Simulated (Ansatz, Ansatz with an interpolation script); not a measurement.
Rows from a G0W0 calculation on SnO2 (Cassiterite) (Ansatz 0.2.0; G0W0 on LDA, plane waves, PAW; PAW set soft_1; 4×4×6 mesh, 328 empty bands, screening to 160 eV, PAW set soft_1 files), in eV. Spin-orbit coupling is left out.

| row | Σx | Σc | Vxc | Z |
| --- | --- | --- | --- | --- |
| A | -12.24 | -4.86 | -18.41 | 0.80 |
| B | -27.09 | 5.11 | -21.22 | 0.75 |
| C | -14.74 | -3.50 | -19.17 | 0.82 |
| D | -27.12 | 4.12 | -22.35 | 0.76 |
| E | -26.81 | 4.12 | -22.05 | 0.76 |
| F | -26.35 | 4.78 | -20.88 | 0.75 |

**Question.** Which rows are filled states and which are empty ones, and how can one tell?

Filled: B, D, E and F. Empty: A and C. The sign of Σc tells: for a filled state bare exchange, which holds its interaction with itself, lies below Vxc (Σx − Vxc is -4.8 eV or lower here) and screening gives part back as a positive Σc. For an empty state Σx lies above Vxc (+4.4 eV or more) and the Coulomb hole leaves Σc negative.

[Runs of the session that timed out or met a known fault of the program may be left out.]

[Hosts, paths, dates, database ids (printed as entryN), source tags and the programs' standing remarks are cut or masked in the printed files.]
